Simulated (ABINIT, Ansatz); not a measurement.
# Iridium (Fm-3m): from the cell to the phonon bands, part 4 of 4

How does Iridium (Fm-3m) vibrate, and is this structure a minimum?

ABINIT 10.8.3; DFT PBE, scalar-relativistic, plane waves, PseudoDojo norm-conserving pseudopotentials.

So far, highest frequency (cm⁻¹): step 7 (interpolated phonon bands) 188.

The database entry behind the starting cell differs from later determinations by our own check (0.1 to 0.3 % short, probably kX units), so it need not match the best structure at ambient conditions.

## Step 9: Cross-check with Ansatz

The same cell goes through another code at the same cutoff. The files are of one family, but Ansatz's library holds files of its own making for some heavy elements, so those for Ir may differ.

This step: DFT PBE, scalar-relativistic, plane waves, norm-conserving pseudopotentials of its library (PseudoDojo's, some remade) (Ansatz 0.2.0).

File input.yaml:

```yaml
crystal:
  lattice:
    - [0.0, 1.935031465, 1.935031465]
    - [1.935031465, 0.0, 1.935031465]
    - [1.935031465, 1.935031465, 0.0]
  atoms:
    - { symbol: Ir, position: [0.0, 0.0, 0.0] }
kpoints:
  mp_grid: { grid: [16, 16, 16] }
hamiltonian:
  xc: pbe
  pseudopotentials: { kind: nc, accuracy: standard }
scf:
  occupations: { method: gaussian, width: 0.27211 }
output:
  eigenvalues: true
basis:
  ecutwfc: 816.342
phonons:
  method: dfpt
  qmesh: [4, 4, 4]
  temperatures: { t_max: 1000, t_step: 50 }
  qpath:
    path:
      - [[0.0, 0.0, 0.0], [0.5, 0.0, 0.5], [0.625, 0.25, 0.625]]
      - [[0.375, 0.375, 0.75], [0.0, 0.0, 0.0], [0.5, 0.5, 0.5], [0.5, 0.25, 0.75], [0.5, 0.0, 0.5]]
    npoints: 10
  electrical_resistivity: { temperatures: [77, 300], mesh: [32, 32, 32] }
```

Launch:

```
$ ansatz run input.yaml --threads 16 --pin off --max-ram 32768MiB --backend cpu --events-out ev --progress --plain --runs-dir out
```

Numbers of over 12 decimals in the logs are rounded to 6 here.

The program printed:

```text
Warning: basis.ecutwfc = 816.342 eV is below the records' recommended 925.187132 eV, and the density's cutoff is lower with it unless basis.ecutrho_ratio is high enough to keep the records' density cutoff: compare with a run at a higher cutoff
Engine: ansatz 0.2.0, aarch64-unknown-linux-gnu
Pseudopotentials: kind: nc
Pseudopotential: Ir, nc, valence charge 17, recommended cutoff 925.187132 eV (normal), Ir.nc.azcp (PseudoDojo's, or run here from an input of PseudoDojo's; its table is named by hamiltonian.pseudopotentials.accuracy)
Functional definition: PBE
  parameter kappa = 0.804
  parameter beta = 0.066725
  exchange = pbe_x(kappa = kappa, mu = beta*pi^2/3)
  correlation = pbe_c(beta = beta)
Crystal: 1 atoms, lattice volume = 14.491 Å³
Basis set: ecut = 816.342 eV, 749 PW (Γ), exchange–correlation on 54×54×54 points (8 copies of the dense FFT grid, shifted against one another)
Bands: 13, of which v1, the nominal top of the filled ones, is band 9 counted from 1 (8 counted from 0)
Symmetry: 48 space group operations
k-points: 145 of 4096
Non-local potential: Ir, projectors of the file, l = 0: 2, l = 1: 2, l = 2: 2, l = 3: 2
Initial density: superposition of atomic densities (chi_scale 0.1, normalization cell)
Initial wavefunctions: pseudopotential atomic-orbital guess
Functional: x = pbe(κ = 0.804, μ = 0.219515), c = pbe(β = 0.066725)
SCF iter   1: F=—  HF=-3133.723028 eV  |F-HF|=—  |Δ(HF+E_count)|=         —  Δρ=4.88e-2  dr2=2.30e-1  ethr=3.10e-3  ⟨swp⟩=5.3  Hψ=10968  notcnv=0
preconditioner: auto → none  [metal: Δε(μ)=0.009 eV  Ē_g=13.891 eV  σ=0.272 eV  W_gap=0.02  n_scr=0 (ndim 8)  ℏωp=29.3 eV  f_vac=0.000  D(μ)=1.13/eV (n_scr^D=14)]
SCF iter   2: F=—  HF=-3133.657238 eV  |F-HF|=—  |Δ(HF+E_count)|=   6.58e-2  Δρ=1.78e-2  dr2=8.84e-3  ethr=1.35e-3  ⟨swp⟩=2.9  Hψ=4394  notcnv=0  defer=3
SCF iter   3: F=—  HF=-3133.657730 eV  |F-HF|=—  |Δ(HF+E_count)|=   4.91e-4  Δρ=8.13e-3  dr2=1.93e-3  ethr=5.20e-5  ⟨swp⟩=2.0  Hψ=2203  notcnv=0  defer=3
SCF iter   4: F=—  HF=-3133.658182 eV  |F-HF|=—  |Δ(HF+E_count)|=   4.52e-4  Δρ=4.62e-4  dr2=1.14e-5  ethr=1.14e-5  ⟨swp⟩=1.2  Hψ=2076  notcnv=0  defer=3
SCF iter   5: F=—  HF=-3133.658175 eV  |F-HF|=—  |Δ(HF+E_count)|=   6.68e-6  Δρ=8.79e-5  dr2=2.30e-7  ethr=6.73e-8  ⟨swp⟩=2.0  Hψ=3133  notcnv=0  defer=3
SCF iter   6: F=—  HF=-3133.658177 eV  |F-HF|=—  |Δ(HF+E_count)|=   1.55e-6  Δρ=7.94e-6  dr2=2.55e-9  ethr=1.35e-9  ⟨swp⟩=2.3  Hψ=2789  notcnv=0  defer=3
SCF iter   7: F=—  HF=-3133.658177 eV  |F-HF|=—  |Δ(HF+E_count)|=  4.94e-10  Δρ=1.08e-6  dr2=4.03e-11  ethr=1.50e-11  ⟨swp⟩=2.1  Hψ=3085  notcnv=0  defer=3
SCF iter   8: F=-3133.658177 eV  HF=-3133.658177 eV  |F-HF|=1.82e-12  |Δ(HF+E_count)|=  5.91e-12  Δρ=2.30e-7  dr2=2.61e-12  ethr=1.00e-12  ⟨swp⟩=6.3  Hψ=8654  notcnv=0
SCF 1 converged in 8 iterations: F = -3133.658177 eV  dr2 = 2.61e-12
NSCF: frozen V_eff on 145 k-points
NSCF: frozen V_eff on 349 k-points
DFPT response loops at q = (0, 0, 0) (fractional): preconditioner auto → Kerker (q_TF=auto, 2.802 Å⁻¹) (partly filled bands, converged f_vac=0.000); β = 1.00, the filter's whole step (`scf.mixing.beta` (0.50) is not read by the response loops under this deck's `scf.mixing.preconditioner`; to damp them name `kerker` or `kerker_dos`, under which they read `scf.mixing.beta`, and type it under 1.00, their step now; both keys bind the ground state too); Broyden in place of MSR1
NSCF: frozen V_eff on 4352 k-points
DFPT response loops at q = (0, 0, 0.25) (fractional): mixed as the last ones told, above
NSCF: frozen V_eff on 2196 k-points
DFPT response loops at q = (0, 0, -0.5) (fractional): mixed as the last ones told, above
NSCF: frozen V_eff on 2320 k-points
DFPT response loops at q = (0, 0.25, 0.25) (fractional): mixed as the last ones told, above
NSCF: frozen V_eff on 8192 k-points
DFPT response loops at q = (0, 0.25, -0.5) (fractional): mixed as the last ones told, above
NSCF: frozen V_eff on 4352 k-points
DFPT response loops at q = (0, 0.25, -0.25) (fractional): mixed as the last ones told, above
NSCF: frozen V_eff on 1242 k-points
DFPT response loops at q = (0, -0.5, -0.5) (fractional): mixed as the last ones told, above
NSCF: frozen V_eff on 2320 k-points
DFPT response loops at q = (0.25, -0.5, -0.25) (fractional): mixed as the last ones told, above
SCF iter   1: F=—  HF=-3133.723028 eV  |F-HF|=—  |Δ(HF+E_count)|=         —  Δρ=4.88e-2  dr2=2.30e-1  ethr=3.10e-3  ⟨swp⟩=5.3  Hψ=10968  notcnv=0
SCF iter   2: F=—  HF=-3133.657238 eV  |F-HF|=—  |Δ(HF+E_count)|=   6.58e-2  Δρ=1.78e-2  dr2=8.84e-3  ethr=1.35e-3  ⟨swp⟩=2.9  Hψ=4394  notcnv=0  defer=3
SCF iter   3: F=—  HF=-3133.657730 eV  |F-HF|=—  |Δ(HF+E_count)|=   4.91e-4  Δρ=8.13e-3  dr2=1.93e-3  ethr=5.20e-5  ⟨swp⟩=2.0  Hψ=2203  notcnv=0  defer=3
SCF iter   4: F=—  HF=-3133.658182 eV  |F-HF|=—  |Δ(HF+E_count)|=   4.52e-4  Δρ=4.62e-4  dr2=1.14e-5  ethr=1.14e-5  ⟨swp⟩=1.2  Hψ=2076  notcnv=0  defer=3
SCF iter   5: F=—  HF=-3133.658175 eV  |F-HF|=—  |Δ(HF+E_count)|=   6.68e-6  Δρ=8.79e-5  dr2=2.30e-7  ethr=6.73e-8  ⟨swp⟩=2.0  Hψ=3133  notcnv=0  defer=3
SCF iter   6: F=—  HF=-3133.658177 eV  |F-HF|=—  |Δ(HF+E_count)|=   1.55e-6  Δρ=7.94e-6  dr2=2.55e-9  ethr=1.35e-9  ⟨swp⟩=2.3  Hψ=2789  notcnv=0  defer=3
SCF iter   7: F=—  HF=-3133.658177 eV  |F-HF|=—  |Δ(HF+E_count)|=  4.94e-10  Δρ=1.08e-6  dr2=4.03e-11  ethr=1.50e-11  ⟨swp⟩=2.1  Hψ=3085  notcnv=0  defer=3
SCF iter   8: F=-3133.658177 eV  HF=-3133.658177 eV  |F-HF|=2.73e-12  |Δ(HF+E_count)|=  5.91e-12  Δρ=2.29e-7  dr2=2.58e-12  ethr=1.00e-12  ⟨swp⟩=3.0  Hψ=4420  notcnv=0
SCF 2 converged in 8 iterations: F = -3133.658177 eV  dr2 = 2.58e-12
NSCF: frozen V_eff on 145 k-points
NSCF: frozen V_eff on 897 k-points
SCF converged after 8 iterations
Free energy (F): -3133.658177 eV
Harris-Foulkes:  -3133.658177 eV  (|F-HF|=1.82e-12)
Internal energy: -3133.616039 eV  (E = F + TS)
E sigma→0 (E₀):  -3133.637108 eV
Entropy (-TS):   -0.042138 eV (-42.138 meV/atom)
Fermi energy:    25.133949 eV
--- Per-component energies (eV) ---
  E_band       = -92.823694
  E_kinetic    = 874.065948
  E_local      = -1513.376085  (includes V_loc(G=0)·N_el)
  E_nonlocal   = 160.489215
  E_hartree    = 404.987429
  E_xc         = -594.720272
  E_vxc        = -423.977684  (∫ρ·V_xc dr)
  E_ewald      = -2465.062275
  E_smearing   = -0.042138  (= −TS)
  E_closure    = 0.000000  (closes the sum)
  Σ components = -3133.658177   (vs F -3133.658177, Δ=0.00e0)
--- Band table (eV; the first three rows and the last of 145) ---
  k-point 0: bands = [... 5 lower, 21.3984, 21.3984, 21.3984, 23.9929, 23.9929, 38.8164, 44.1970, 44.1970]
  k-point 1: bands = [... 5 lower, 21.3083, 21.4710, 21.4710, 23.9461, 23.9461, 39.1084, 43.4059, 44.4783]
  k-point 2: bands = [... 5 lower, 21.0869, 21.6526, 21.6526, 23.8550, 23.8550, 39.8880, 41.8703, 45.2929]
  k-point 144: bands = [... 5 lower, 20.4297, 20.4297, 23.4052, 26.5708, 33.0612, 33.9905, 33.9905, 38.1596]
--- Phonons (Γ-DFPT): 1 representative perturbation + reference (Σ response iterations 4) ---
  ASR residual: 5.160e-4 → 0.000e0 eV/Å²; symmetrization residual: 1.084e-19 eV/Å²
  ASR residual per site (eV/Å²): 5.16e-4
  Γ frequencies (cm⁻¹): 0.00 0.00 0.00
--- Phonons (arbitrary-q DFPT): 8 irreducible q on the 4×4×4 mesh ---
  q = [0.0000, 0.0000, 0.0000] (star 1, of the zone-centre solve; hermiticity 4.28e-26, symmetrization 6.30e-16): -0.00 -0.00 0.00
  q = [0.0000, 0.0000, 0.2500] (star 8, 1 solved perturbation on 2176 of 4096 k-point pairs; hermiticity 1.01e-13, symmetrization 1.64e-13, the responses' own estimated error 1.1e-7 eV/Å²): 81.12 81.12 157.86
  q = [0.0000, 0.0000, -0.5000] (star 4, 1 solved perturbation on 1098 of 4096 k-point pairs; hermiticity 4.97e-14, symmetrization 1.30e-13, the responses' own estimated error 1.1e-7 eV/Å²): 106.61 106.61 188.49
  q = [0.0000, 0.2500, 0.2500] (star 6, 2 solved perturbations in 1808 linear systems a pass and spin channel, the states on 1160 of 4096 k-point pairs; hermiticity 3.09e-14, symmetrization 1.34e-13, the responses' own estimated error 1.1e-7 eV/Å²): 106.62 106.62 171.77
  q = [0.0000, 0.2500, -0.5000] (star 24, 2 solved perturbations in 6272 linear systems a pass and spin channel, the states on 4096 of 4096 k-point pairs; hermiticity 1.11e-10, symmetrization 2.08e-14, the responses' own estimated error 1.1e-7 eV/Å²): 127.82 138.21 173.66
  q = [0.0000, 0.2500, -0.2500] (star 12, 2 solved perturbations in 3336 linear systems a pass and spin channel, the states on 2176 of 4096 k-point pairs; hermiticity 2.90e-14, symmetrization 4.10e-14, the responses' own estimated error 1.0e-7 eV/Å²): 118.15 129.49 176.13
  q = [0.0000, -0.5000, -0.5000] (star 3, 2 solved perturbations in 970 linear systems a pass and spin channel, the states on 621 of 4096 k-point pairs; hermiticity 2.57e-13, symmetrization 2.03e-13, the responses' own estimated error 1.1e-7 eV/Å²): 139.82 139.82 176.65
  q = [0.2500, -0.5000, -0.2500] (star 6, 2 solved perturbations in 1749 linear systems a pass and spin channel, the states on 1160 of 4096 k-point pairs; hermiticity 9.78e-14, symmetrization 2.01e-13, the responses' own estimated error 1.0e-7 eV/Å²): 147.30 152.56 152.56
  sum rule: each row above includes the acoustic sum rule's correction from the zone centre's row sums; it moved no ω² by more than (0.85 cm⁻¹)²
  mesh force constants: q→R imaginary residual 0.00e0; ASR residual 5.160e-4 → 0.000e0 eV/Å²; symmetrization residual 3.553e-15 eV/Å²
  interpolated dispersion: 62 rows × 3 modes
  density of states and harmonic sums: on the 28×28×28 q-mesh, interpolated from the force constants of a 4×4×4 supercell (no non-analytic term)
  largest difference from the sums on the solved wave vectors: F 1.13e-2 eV, S 1.53e-5 and C_V 4.03e-6 eV/K
  zero-point energy: 0.025487 eV/cell   skipped modes (ω ≤ 0): 3   left out of the sums: 4.56e-5 of the cell's modes: C_V's classical limit lies that fraction below 3 k_B per atom; for a crystal, a wire or a layer, F and S can be off by more, and a phonons.interpolated_qmesh denser along its periods is the remedy for the sampling
--- Electrical resistivity: potentials and phonons of a 4×4×4 supercell ---
  scattering by harmonic phonons alone, with no dipole-dipole term; scattering by other electrons, impurities, surfaces and spin disorder is left out, and so is spin–orbit coupling
  the resistivity is that of a variational response, whose dependence on the energy is improved iteratively
  at the Fermi level of each mesh (of a tensor a third of its trace):
           mesh   spin    states/(eV spin)  plasma energy (eV)         λ      λ_tr    ħω_log (meV)
       32×32×32                     0.4678             10.2999    0.4195    0.4716          17.257
       16×16×16                     0.4806             10.3114    0.4272    0.4845          17.271
          8×8×8                     0.5195             10.7921    0.4527    0.5135          17.257
  resistivity on the deck's mesh, µΩ·cm:
     T (K)       trace/3  mesh converged            xx            yy            zz    lowest order   relaxation time
     77.00     6.7271e-1             yes     6.7271e-1     6.7271e-1     6.7271e-1       7.9467e-1         6.3746e-1
    300.00      5.0159e0              no      5.0159e0      5.0159e0      5.0159e0        5.1626e0          4.6765e0
  mean free path at 77 K (of a tensor a third of its trace): 67.3 nm by what each carries, 56.4 by the Fermi surface alone
  Hall coefficient in a weak field at 77 K (a third of the trace): 3.971e-11 m³/C (as a tensor it moves by 1.7 % between the two finest meshes); by each state's relaxation time: 2.210e-11 m³/C; by a constant relaxation time: 3.974e-11 m³/C
  mean free path at 300 K (of a tensor a third of its trace): 8.21 nm by what each carries, 7.57 by the Fermi surface alone
  Hall coefficient in a weak field at 300 K (a third of the trace): 4.435e-11 m³/C (as a tensor it moves by 0.2 % between the two finest meshes); by each state's relaxation time: 2.184e-11 m³/C; by a constant relaxation time: 4.032e-11 m³/C
  the resistivity times a path that all electrons share, by the Fermi surface of the deck's mesh alone (a third of the trace): 3.795e-16 Ω·m²
  not converged in the mesh (λ; λ_tr; the resistivity at 300 K by 2.26 %): between neighbouring meshes, the two finest first, λ moves by 1.85 % and 5.97 %, λ_tr by 2.74 % and 5.98 % and the resistivity by up to 2.26 % and 3.53 %; an estimate, no bound, puts it up to 5.7e-8 % above the Boltzmann equation's exact value after up to 4 iterations (at most 30 are made, fewer where the estimate is under 1.0e-6 % of each spin channel's own resistivity)
  vibrations of 64 cells: unjudged by the run; compare a larger repeat
  the changes of the potential over all sites missed a rigid shift's by 0.00 % (the site terms' by 0.00 %)
  at the force constants' own smearing the fine mesh and the k-points of their solves give squared frequencies that differ by 4.6 % of the larger at the most, at (0, -0.5, -0.5)
```

Elapsed: 84 s, on 16 threads of Arm Neoverse V1, shared host; peak memory 4.4 GiB; 20 min of CPU time.

This step gave:

| Item | Value |
| --- | --- |
| sum-rule residual before enforcement | 5.16e-4 eV/Å² |
| mean frequency | 137.1 cm⁻¹ |
| Debye temperature (second moment) | 261 K |
| logarithmic mean frequency | 133 cm⁻¹ |
| lowest mode on the q mesh (acoustic ones at the zone centre apart) | 81.12 cm⁻¹ |
| zero-point energy per atom | 25.49 meV |
| heat capacity at 300 K | 24.02 J/(mol atoms K) |
| vibrational entropy at 300 K | 36.63 J/(mol atoms K) |

## Step 10: The two compared: ABINIT PseudoDojo and Ansatz, library NC

Worked out from the results:

```
root-mean-square difference             : 0.06 cm⁻¹
largest difference                      : 0.11 cm⁻¹
root-mean-square difference on the path : 0 cm⁻¹
largest difference on the path          : 0.1 cm⁻¹
```

The 12 of 21 modes that differ most. Frequencies side by side:

| q (reciprocal lattice) | mode | ABINIT PseudoDojo (cm⁻¹) | Ansatz, library NC (cm⁻¹) |
| --- | --- | --- | --- |
| 0.25 0 0 | 1 | 81.01 | 81.12 |
| 0.25 0 0 | 2 | 81.01 | 81.12 |
| 0.25 0 0 | 3 | 157.8 | 157.9 |
| 0.5 0 0 | 1 | 106.5 | 106.6 |
| 0.5 0 0 | 2 | 106.5 | 106.6 |
| 0.5 0 0 | 3 | 188.4 | 188.5 |
| 0.25 0.25 0 | 3 | 171.7 | 171.8 |
| 0.5 0.25 0 | 1 | 127.8 | 127.8 |
| 0.5 0.25 0 | 3 | 173.6 | 173.7 |
| -0.25 0.25 0 | 1 | 118.1 | 118.2 |
| -0.25 0.25 0 | 2 | 129.4 | 129.5 |
| -0.25 0.25 0 | 3 | 176.1 | 176.1 |

The interpolated bands of the two lie on top of each other.

At the solved wavevectors the largest difference (acoustic modes at Γ apart) is 0.06 % of the highest mode.

## Step 11: Results

| Item | Value |
| --- | --- |
| space group after relaxation | Fm-3m |
| volume per atom | 14.5 Å³ |
| q mesh | 4×4×4 |
| lowest mode on the q mesh (acoustic ones at the zone centre apart) | 81.0 cm⁻¹ |
| zero-point energy per atom | 25.5 meV |
| heat capacity at 300 K | 24.0 J/(mol atoms K) |
| vibrational entropy at 300 K | 36.6 J/(mol atoms K) |
| imaginary modes on the q mesh | none |
| largest difference from Ansatz, library NC | 0.11 cm⁻¹ |

In words: Iridium (Fm-3m) is dynamically stable on the 4×4×4 mesh; its spectrum reaches 188 cm⁻¹. The base run prints -0.87 GPa, mostly the error of a finite basis; the relaxation, with a smoothed and higher cutoff, had brought the cell to rest. ABINIT PseudoDojo and Ansatz, library NC agree to 0.11 cm⁻¹ (0.06 % of the highest mode compared) on all solved modes but the acoustic ones at Γ. These are harmonic frequencies at zero temperature: anharmonic shifts and linewidths and thermal expansion are left out. Spin-orbit coupling is left out, which can matter for the heavy elements here. In a metal the frequencies hang on the k mesh and the smearing, most of all near Kohn anomalies. Ansatz warns that the cutoff lies 12 % under the one recommended for these files; agreement at one cutoff is not convergence. Electron-phonon sums were run after this but are left out, since no second program bore their λ out within 30 %; a λ that a log prints is not taken as a result.

[Host names and launcher messages were left out of these logs when they were recorded.]

[Logs are printed without paths, hosts, clocks, repeated set-up lines and the standing remarks that a program may print on its own settings, such as how far it seeks lower states.]

[Hosts, paths, dates, database ids (printed as entryN), source tags and the programs' standing remarks are cut or masked in the printed files.]
